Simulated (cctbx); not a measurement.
# Which space group?

Cell: a = 3.8140 Å, b = 12.5190 Å, c = 14.5490 Å, α = 90.00°, β = 90.00°, γ = 90.00°. Expected content of the cell: W4 Ta2 Te16 Mo2.

The data are simulated with cctbx, not measured: synchrotron X-rays, λ = 0.7749 Å, to d = 0.75 Å, 50 % of the full sphere, strongest reflection 5000 counts, noise from counting, a 1.5 % proportional error and a noise floor of 8 counts (s.d.); no absorption.

A first pass over the reflections prints:

```text
3457 reflections to d = 0.750 A
centring   violations  <I/sigma> of those
    A       1168 of  1727      9.8
    B        987 of  1707      8.1
    C       1105 of  1732      9.3
    I       1062 of  1715      8.3
    R       1494 of  2290      9.6
    F       1630 of  2583      9.1
Laue class    unique    Rint  (classes that these axes allow; Friedel mates merged)
P -1             2580   0.058
P 1 2/m 1        1662   0.057
P 1 1 2/m        1668   0.058
P 2/m 1 1        1756   0.057
P m m m          1037   0.061
space group    extra absences  I>4sigma  <I/sigma>
P 2 2 2                 0          0         -  acentric
P 2 2 21               13          0      -0.3  acentric
P 21 2 2                1          0      -1.2  acentric
P 21 2 21              14          0      -0.4  acentric
P m m 2                 0          0         -  acentric
P 2 m m                 0          0         -  acentric
P m 2 m                 0          0         -  acentric
P m n 21               80          0      -0.0  acentric
P 21 n m               80          0      -0.0  acentric
P m m m                 0          0         -  centric
P m n m :1             80          0      -0.0  centric
P m n m :2             80          0      -0.0  centric
Wilson B = 0.32 A^2   <|E^2-1|> = 0.923 (0.968 centric, 0.736 acentric)   E^2>4: 3.7 %
shell (A)         n   <I/sigma>
14.55 - 1.50    151     14.8
 1.50 - 1.19    137     16.2
 1.19 - 1.04    129     16.8
 1.04 - 0.94    120     12.7
 0.94 - 0.88    133     12.7
 0.88 - 0.83    127     14.4
 0.83 - 0.78    114     11.1
 0.78 - 0.75    126     10.8
```

**Question.** What are the lattice type, the Laue class and the likely space group?

Every centring test has many violations, so the lattice is primitive.

Rint stays low (0.057 to 0.061) up to P m m m, the highest class in these axes. It includes Bijvoet differences, since Friedel mates are merged.

12 settings pass the absence test. The most absences obeyed, 80, belong to P m n 21, P 21 n m and P m n m, which absences can't tell apart.

⟨|E²−1|⟩ = 0.923 leans to a centrosymmetric structure. Here that hint misleads: the statistic assumes many like atoms on general positions, and few, heavy or special-position atoms break it. The Wilson B of 0.32 Å² means U ≈ 0.0041 Å².

The true group is Pmn2_1 (no. 31), Laue class mmm, non-centrosymmetric. The tables only narrow the choice to the tied entries; cell content, site symmetry and trial solutions must settle it.

This is a model crystal, built by substitution and not relaxed, with assumed displacement parameters.

[Logs are printed without paths, hosts, clocks, repeated set-up lines and the standing remarks that a program may print on its own settings, such as how far it seeks lower states.]
